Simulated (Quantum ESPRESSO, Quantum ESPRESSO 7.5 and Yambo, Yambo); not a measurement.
# Quasiparticle gap of PbO (P4/nmm) in Yambo

Aim: the G0W0 gap of PbO (P4/nmm) on PBE, step by step.

Method: PBE and many-body steps on it, plane waves, in Quantum ESPRESSO 7.5 and Yambo 5.3.0.

This is a report of a sequence of runs, with most program output left out.

The database entry behind the starting cell differs from later determinations by our own check (c about 1 % long), so it need not match the best structure at ambient conditions.

### Step 1. The structure

It takes space group P4/nmm (No. 129, tetragonal). The conventional cell has a = 3.960 Å, b = 3.960 Å, c = 5.070 Å, α = 90.00°, β = 90.00°, γ = 90.00°. Nearest to Pb lie 4 O at 2.32 Å. O has 4 Pb at 2.32 Å nearest. Farther neighbours and most contacts between anions are not listed.

The cell and positions come from the Crystallography Open Database and are kept as given unless a step says otherwise. Spin-orbit coupling is left out unless a step names it.

### Step 2. Ground state

This step: Quantum ESPRESSO 7.5; DFT, PBE, plane waves, norm-conserving pseudopotentials.

The ground-state density comes first.

pw.in

```
&control
  calculation = 'scf'
  prefix = 'x'
  outdir = 'o'
  pseudo_dir = 'pseudo'
/
&system
  ibrav = 0
  nat = 4
  ntyp = 2
  ecutwfc = 76.0
  nbnd = 34
  force_symmorphic = .true.
/
&electrons
  conv_thr = 1e-10
  electron_maxstep = 80
  mixing_beta = 0.5
/
ATOMIC_SPECIES
  Pb 207.2 Pb.upf
  O 15.999 O.upf
CELL_PARAMETERS angstrom
  3.9600000000 0.0000000000 0.0000000000
  0.0000000000 3.9600000000 0.0000000000
  0.0000000000 0.0000000000 5.0700000000
ATOMIC_POSITIONS crystal
  Pb 0.0000000000 0.5000000000 0.2385140000
  Pb 0.5000000000 0.0000000000 0.7614860000
  O 0.0000000000 0.0000000000 0.0000000000
  O 0.5000000000 0.5000000000 0.0000000000
K_POINTS automatic
  6 6 4 0 0 0
```

Run with:

```bash
$ OMP_NUM_THREADS=1 mpirun -n 8 pw.x -nk 8 -in pw.in > pw.out
```

Run time: 9.2 s. Hardware: 8 MPI ranks of Intel Xeon 6975P-C (Granite Rapids), shared host; peak memory 0.81 GiB; 72 s of CPU time.

Numbers from this step:

```yaml
total_energy: -12317.1938 eV
gap: 1.140 eV
k_of_the_valence_top: 0, 0, 0
k_of_the_conduction_bottom: -0.5, -0.5, 0
least_direct_gap: 2.140 eV
```

The gap is indirect, with the least direct gap 1.00 eV higher.

### Step 3. Bands along the symmetry lines

Levels along a band path, at the cheap level, show where the edges lie and whether the meshes to come will hold them.

pw.in

```
&control
  calculation = 'bands'
  prefix = 'x'
  outdir = 'o'
  pseudo_dir = 'pseudo'
/
&system
  ibrav = 0
  nat = 4
  ntyp = 2
  ecutwfc = 76.0
  nbnd = 34
  force_symmorphic = .true.
/
&electrons
  conv_thr = 1e-9
  electron_maxstep = 80
  diago_full_acc = .true.
  diago_thr_init = 5e-6
/
ATOMIC_SPECIES
  Pb 207.2 Pb.upf
  O 15.999 O.upf
CELL_PARAMETERS angstrom
  3.9600000000 0.0000000000 0.0000000000
  0.0000000000 3.9600000000 0.0000000000
  0.0000000000 0.0000000000 5.0700000000
ATOMIC_POSITIONS crystal
  Pb 0.0000000000 0.5000000000 0.2385140000
  Pb 0.5000000000 0.0000000000 0.7614860000
  O 0.0000000000 0.0000000000 0.0000000000
  O 0.5000000000 0.5000000000 0.0000000000
K_POINTS crystal
  75
  0.00000000 0.00000000 0.00000000 1
  0.00000000 0.06250000 0.00000000 1
  0.00000000 0.12500000 0.00000000 1
  0.00000000 0.18750000 0.00000000 1
  0.00000000 0.25000000 0.00000000 1
  0.00000000 0.31250000 0.00000000 1
  0.00000000 0.37500000 0.00000000 1
  0.00000000 0.43750000 0.00000000 1
  0.00000000 0.50000000 0.00000000 1
  0.06250000 0.50000000 0.00000000 1
  0.12500000 0.50000000 0.00000000 1
  0.18750000 0.50000000 0.00000000 1
  0.25000000 0.50000000 0.00000000 1
  0.31250000 0.50000000 0.00000000 1
  0.37500000 0.50000000 0.00000000 1
  0.43750000 0.50000000 0.00000000 1
  0.50000000 0.50000000 0.00000000 1
  0.43750000 0.43750000 0.00000000 1
  0.37500000 0.37500000 0.00000000 1
  0.31250000 0.31250000 0.00000000 1
  0.25000000 0.25000000 0.00000000 1
  0.18750000 0.18750000 0.00000000 1
  0.12500000 0.12500000 0.00000000 1
  0.06250000 0.06250000 0.00000000 1
  0.00000000 0.00000000 0.00000000 1
  0.00000000 0.00000000 0.06250000 1
  0.00000000 0.00000000 0.12500000 1
  0.00000000 0.00000000 0.18750000 1
  0.00000000 0.00000000 0.25000000 1
  0.00000000 0.00000000 0.31250000 1
  0.00000000 0.00000000 0.37500000 1
  0.00000000 0.00000000 0.43750000 1
  0.00000000 0.00000000 0.50000000 1
  0.00000000 0.06250000 0.50000000 1
  0.00000000 0.12500000 0.50000000 1
  0.00000000 0.18750000 0.50000000 1
  0.00000000 0.25000000 0.50000000 1
  0.00000000 0.31250000 0.50000000 1
  0.00000000 0.37500000 0.50000000 1
  0.00000000 0.43750000 0.50000000 1
  0.00000000 0.50000000 0.50000000 1
  0.06250000 0.50000000 0.50000000 1
  0.12500000 0.50000000 0.50000000 1
  0.18750000 0.50000000 0.50000000 1
  0.25000000 0.50000000 0.50000000 1
  0.31250000 0.50000000 0.50000000 1
  0.37500000 0.50000000 0.50000000 1
  0.43750000 0.50000000 0.50000000 1
  0.50000000 0.50000000 0.50000000 1
  0.43750000 0.43750000 0.50000000 1
  0.37500000 0.37500000 0.50000000 1
  0.31250000 0.31250000 0.50000000 1
  0.25000000 0.25000000 0.50000000 1
  0.18750000 0.18750000 0.50000000 1
  0.12500000 0.12500000 0.50000000 1
  0.06250000 0.06250000 0.50000000 1
  0.00000000 0.00000000 0.50000000 1
  0.00000000 0.50000000 0.00000000 1
  0.00000000 0.50000000 0.06250000 1
  0.00000000 0.50000000 0.12500000 1
  0.00000000 0.50000000 0.18750000 1
  0.00000000 0.50000000 0.25000000 1
  0.00000000 0.50000000 0.31250000 1
  0.00000000 0.50000000 0.37500000 1
  0.00000000 0.50000000 0.43750000 1
  0.00000000 0.50000000 0.50000000 1
  0.50000000 0.50000000 0.00000000 1
  0.50000000 0.50000000 0.06250000 1
  0.50000000 0.50000000 0.12500000 1
  0.50000000 0.50000000 0.18750000 1
  0.50000000 0.50000000 0.25000000 1
  0.50000000 0.50000000 0.31250000 1
  0.50000000 0.50000000 0.37500000 1
  0.50000000 0.50000000 0.43750000 1
  0.50000000 0.50000000 0.50000000 1
```

It took 4.8 s on 8 MPI ranks; peak memory 0.68 GiB.

This step gave:

```
gap                        : 1.139 eV
k of the valence top       : 0, 0.0625, 0
k of the conduction bottom : 0.5, 0.5, 0
least direct gap           : 2.140 eV
```

The gap is 1.139 eV, −0.001 eV from the run before at this level.

Electronic bands along the path, in eV, zero at the top of the highest filled band:

| point | band 25 | band 26 | band 27 | band 28 | band 29 | band 30 | band 31 | band 32 |
| --- | --- | --- | --- | --- | --- | --- | --- | --- |
| Γ | -1.73 | -1.61 | -1.61 | 0.00 | 2.41 | 5.52 | 5.58 | 5.58 |
| halfway | -2.52 | -2.01 | -1.95 | -0.26 | 3.54 | 3.54 | 5.47 | 5.91 |
| X | -2.96 | -2.96 | -1.74 | -1.74 | 3.32 | 3.32 | 6.61 | 6.61 |
| halfway | -2.21 | -2.21 | -1.45 | -1.45 | 2.46 | 2.46 | 5.39 | 5.39 |
| M | -1.76 | -1.76 | -1.00 | -1.00 | 1.14 | 1.14 | 5.20 | 5.20 |
| halfway | -2.86 | -2.74 | -1.23 | -0.55 | 3.02 | 3.36 | 4.71 | 5.17 |
| Γ | -1.73 | -1.61 | -1.61 | 0.00 | 2.41 | 5.52 | 5.58 | 5.58 |
| halfway | -1.75 | -1.62 | -1.62 | -0.42 | 2.14 | 4.53 | 4.53 | 5.04 |
| Z | -1.76 | -1.63 | -1.63 | -1.08 | 2.11 | 3.98 | 3.98 | 4.34 |
| halfway | -2.34 | -2.03 | -1.18 | -1.04 | 2.28 | 3.17 | 4.61 | 6.58 |
| R | -2.93 | -2.93 | -1.07 | -1.07 | 3.01 | 3.01 | 6.31 | 6.31 |
| halfway | -1.72 | -1.72 | -1.53 | -1.53 | 3.36 | 3.36 | 4.57 | 4.57 |
| A | -2.30 | -2.30 | -1.00 | -1.00 | 3.35 | 3.35 | 4.67 | 4.67 |
| halfway | -2.76 | -1.64 | -1.23 | -1.15 | 2.47 | 3.63 | 3.85 | 6.42 |
| Z | -1.76 | -1.63 | -1.63 | -1.08 | 2.11 | 3.98 | 3.98 | 4.34 |
| jump to X | -2.96 | -2.96 | -1.74 | -1.74 | 3.32 | 3.32 | 6.61 | 6.61 |
| halfway | -2.95 | -2.95 | -1.36 | -1.36 | 3.16 | 3.16 | 6.47 | 6.47 |
| R | -2.93 | -2.93 | -1.07 | -1.07 | 3.01 | 3.01 | 6.31 | 6.31 |
| jump to M | -1.76 | -1.76 | -1.00 | -1.00 | 1.14 | 1.14 | 5.20 | 5.20 |
| halfway | -2.04 | -2.04 | -1.00 | -1.00 | 1.95 | 1.95 | 5.52 | 5.52 |
| A | -2.30 | -2.30 | -1.00 | -1.00 | 3.35 | 3.35 | 4.67 | 4.67 |

### Step 4. Empty states on the mesh, 4×4×2 mesh, 145 bands

The sums over transitions need many empty states on a uniform mesh; this step solves for them.

pw.in

```
&control
  calculation = 'nscf'
  prefix = 'x'
  outdir = 'o'
  pseudo_dir = 'pseudo'
/
&system
  ibrav = 0
  nat = 4
  ntyp = 2
  ecutwfc = 76.0
  nbnd = 145
  force_symmorphic = .true.
/
&electrons
  conv_thr = 1e-9
  electron_maxstep = 80
  diago_full_acc = .true.
  diago_thr_init = 5e-6
/
ATOMIC_SPECIES
  Pb 207.2 Pb.upf
  O 15.999 O.upf
CELL_PARAMETERS angstrom
  3.9600000000 0.0000000000 0.0000000000
  0.0000000000 3.9600000000 0.0000000000
  0.0000000000 0.0000000000 5.0700000000
ATOMIC_POSITIONS crystal
  Pb 0.0000000000 0.5000000000 0.2385140000
  Pb 0.5000000000 0.0000000000 0.7614860000
  O 0.0000000000 0.0000000000 0.0000000000
  O 0.5000000000 0.5000000000 0.0000000000
K_POINTS automatic
  4 4 2 0 0 0
```

Run with:

```bash
$ OMP_NUM_THREADS=1 mpirun -n 8 pw.x -nk 4 -in pw.in > pw.out
```

Run time: 7.6 s. Hardware: 8 MPI ranks; peak memory 0.76 GiB.

This step gave:

```yaml
gap: 1.140 eV
k_of_the_valence_top: 0, 0, 0
k_of_the_conduction_bottom: -0.5, -0.5, 0
least_direct_gap: 2.140 eV
k_points_computed: 12
lowest_point_of_the_top_converged_band_above_the_valence_top: 66.6389 eV
```

On this mesh the gap is 1.140 eV.

### Step 5. Conversion and set-up

This step: Yambo 5.3.0; conversion and set-up on PBE, plane waves, norm-conserving pseudopotentials.

The states are converted to the many-body program's format and the q mesh is built.

Run with:

```bash
$ (cd o/x.save; p2y > p2y.log; mv SAVE ../..); yambo > setup.log
```

Elapsed: 2.3 s, on 1 MPI rank; peak memory 0.25 GiB.

### Step 6. Screening and self-energy, 4×4×2 mesh, 145 bands, screening to 149.7 eV

Now the one-shot GW correction: screening in the RPA, then the self-energy of the levels asked for.

This step: G0W0 on PBE, plane waves, norm-conserving pseudopotentials.

gw1.in

```
HF_and_locXC
gw0
dyson
ppa
em1d
rim_cut
RandQpts= 1000000
RandGvec= 1 RL
EXXRLvcs= 76 Ry
VXCRLvcs= 304 Ry
Chimod= "HARTREE"
% BndsRnXp
 1 | 145 |
%
NGsBlkXp= 11 Ry
% LongDrXp
 1 | 1 | 1 |
%
% GbndRnge
 1 | 145 |
%
DysSolver= "n"
ExtendOut
PPAPntXp= 27.21138 eV
% QPkrange
 1 | 1 | 27 | 30 |
 11 | 11 | 27 | 30 |
%
```

Run with:

```bash
$ OMP_NUM_THREADS=1 mpirun -n 8 yambo -F gw1.in -J gw1 -C gw1 > gw1.log
```

Run time: 98 s. Hardware: 8 MPI ranks; peak memory 4.7 GiB; 13 min of CPU time.

Numbers from this step:

```yaml
g0w0_gap_on_the_points_computed: 1.214 eV
starting_gap_on_the_mesh: 1.140 eV
k_of_the_valence_top: 0, 0, 0
k_of_the_conduction_bottom: -0.5, -0.5, 0
least_direct_g0w0_gap_on_the_computed_points: 2.095 eV
z_at_the_valence_top: 0.7890
z_at_the_conduction_bottom: 0.8363
```

The gap on the mesh goes from 1.14 eV to 1.21 eV, a correction of +0.07 eV.

Limits: finite bands, cutoff and mesh; no spin-orbit coupling; coarse k mesh. v1 is the top filled band, c1 the lowest empty one. The levels before and after the correction (eV, zero at the valence-band top of each column):

|  | conduction bottom | valence top |
| --- | --- | --- |
| Kohn-Sham | 1.14 | 0.00 |
| G0W0 | 1.21 | 0.00 |

|  | level | energy (eV) |
| --- | --- | --- |
| Kohn-Sham | Γ v2 | -1.604 |
| Kohn-Sham | Γ v1 | 0.000 |
| Kohn-Sham | Γ c1 | 2.410 |
| Kohn-Sham | Γ c2 | 5.517 |
| Kohn-Sham | (-0.5 -0.5 0) v2-v1 | -0.999 |
| Kohn-Sham | (-0.5 -0.5 0) c1-c2 | 1.140 |
| G0W0 | Γ v2 | -1.605 |
| G0W0 | Γ v1 | 0.000 |
| G0W0 | Γ c1 | 2.822 |
| G0W0 | Γ c2 | 5.961 |
| G0W0 | (-0.5 -0.5 0) v2-v1 | -0.881 |
| G0W0 | (-0.5 -0.5 0) c1-c2 | 1.215 |

### Step 7. Where the time went

Times are wall times on the hardware named with each run, good to a factor of about two.

| step | time | share | memory (GiB) |
| --- | --- | --- | --- |
| ground state | 9.2 s | 8 % | 0.81 |
| bands along the symmetry lines | 4.8 s | 4 % | 0.68 |
| empty states on the mesh | 7.6 s | 6 % | 0.76 |
| conversion and set-up | 2.3 s | 2 % | 0.25 |
| screening and self-energy | 98 s | 80 % | 4.7 |

### Step 8. What came out

```json
{
 "PBE gap": "1.14 eV, indirect",
 "G0W0 gap on the mesh": "1.21 eV",
 "GW settings": "4×4×2 mesh, 145 bands, screening to 149.7 eV, Godby-Needs plasmon pole",
 "known limits": "not at the basis limit; no spin-orbit coupling; coarse k mesh"
}
```

**Reading.** G0W0 moves the gap on the mesh from 1.14 eV to 1.21 eV (+0.07 eV), with Z of 0.79 and 0.84 at the edges. Only 2 of the mesh's irreducible points were corrected, so a valley elsewhere could overtake. The dearest step here is «screening and self-energy». Bands and cutoff are finite, so the gap is not at the basis limit. The miss can reach some tenths of an eV and take either sign; the mesh is an error of its own. In the G0W0 run levels were corrected at 2 k points alone, so a gap called «on the mesh» is the least over those, and an edge elsewhere would be missed. The 4×4×2 mesh is coarse for this cell, which bears on the long-range parts of exchange and screening. Where an edge is built on 6p states of lead, bismuth or thallium, scalar-relativistic gaps usually stand too wide, by a few tenths to over one eV. The many-body steps are scalar-relativistic: spin-orbit coupling is not in them.

[Paths, hosts, dates, memory and timing lines, banners, echoed tables and standing remarks are left out of the program output.]

[Logs are printed without paths, hosts, clocks, repeated set-up lines and the standing remarks that a program may print on its own settings, such as how far it seeks lower states.]

[Runs of the session that timed out or met a known fault of the program may be left out.]

[Hosts, paths, dates, database ids (printed as entryN), source tags and the programs' standing remarks are cut or masked in the printed files.]
